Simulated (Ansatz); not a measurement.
**Equation of state of cuprite Cu2O**

How stiff is cuprite Cu2O under hydrostatic load? Each row relaxes cell and atoms at a set pressure. The phase is followed to these pressures whether or not it stays the stable one.

Calculated with Ansatz 0.2.0, PBEsol, PAW files of the set soft_1, cutoff 600 eV, Fermi–Dirac smearing 0.02 eV, k-mesh 7×7×7, no spin polarisation, no spin-orbit coupling.

Reference cell, relaxed at zero pressure with PBEsol (Pn-3m): a = 4.2222 Å, b = 4.2222 Å, c = 4.2222 Å, α = 90.00°, β = 90.00°, γ = 90.00°.

```
atom       x       y       z
  Cu  0.2500  0.2500  0.2500
  Cu  0.2500  0.7500  0.7500
  Cu  0.7500  0.7500  0.2500
  Cu  0.7500  0.2500  0.7500
   O  0.0000  0.0000  0.0000
   O  0.5000  0.5000  0.5000
```

| V (Å³/atom) | V/V0 | P (GPa) | E − E0 (meV/atom) |
| --- | --- | --- | --- |
| 12.9687 | 1.0338 | −4.001 | 5.5 |
| 12.1101 | 0.9653 | 4.996 | 6.6 |
| 11.4357 | 0.9116 | 15.003 | 47.6 |
| 11.1640 | 0.8899 | 20.002 | 77.2 |
| 10.7060 | 0.8534 | 29.998 | 148.1 |

V0 = 12.5448 Å³ an atom, where the residual pressure P0 is +0.003 GPa. **Question.** Fit the Birch–Murnaghan law and give the pressure and the energy at V = 11.7467 Å³ an atom, a row left out above.

With the Eulerian strain f = ½[(V0/V)^(2/3) − 1] and F = (P − P0)/[3f(1 + 2f)^(5/2)], the third-order law is the line F = B0 + (3/2) B0 (B′ − 4) f.

```csv
f,F (GPa)
0.05573,137.77
0.04042,135.79
0.03183,134.64
0.01189,131.93
−0.01096,128.76
```

A straight line through the 5 rows: the means are 0.02578 for f and 133.78 for F, Σ(Δx)² = 0.002691 and ΣΔxΔy = 0.3643, so the slope is 0.3643/0.002691 = 135.38 and the intercept 133.78 − (135.38)(0.02578) = 130.29.

Hence B0 = 130.3 GPa and B′ = 4 + (135.4)/(1.5 × 130.3) = 4.69. For the withheld volume f = 0.02240, F = 133.32 GPa and P = 10.00 GPa. The run itself gives 10.00 GPa, so the estimate misses by 0.00 GPa, a rounding's worth.

Integrating the same law gives E − E0 = (9/2) B0 V0 f²[1 + (B′ − 4) f] + P0(V0 − V), with 1 GPa Å³ = 6.2415 meV: 23.4 meV an atom. The run itself gives 23.4 meV, so the estimate misses by 0.0 meV, a rounding's worth.

Measured volume: 12.962 Å³ an atom (doi:10.1107/S0108767389012596), so V0 is −3.2 % off. A stiffness follows the volume as d ln B/d ln V = −B′, which moves B0 by about −14 % when it is taken at the measured volume.

The calculation is for a static lattice, while measurements hold thermal and zero-point motion.

[Logs are printed without paths, hosts, clocks, repeated set-up lines and the standing remarks that a program may print on its own settings, such as how far it seeks lower states.]
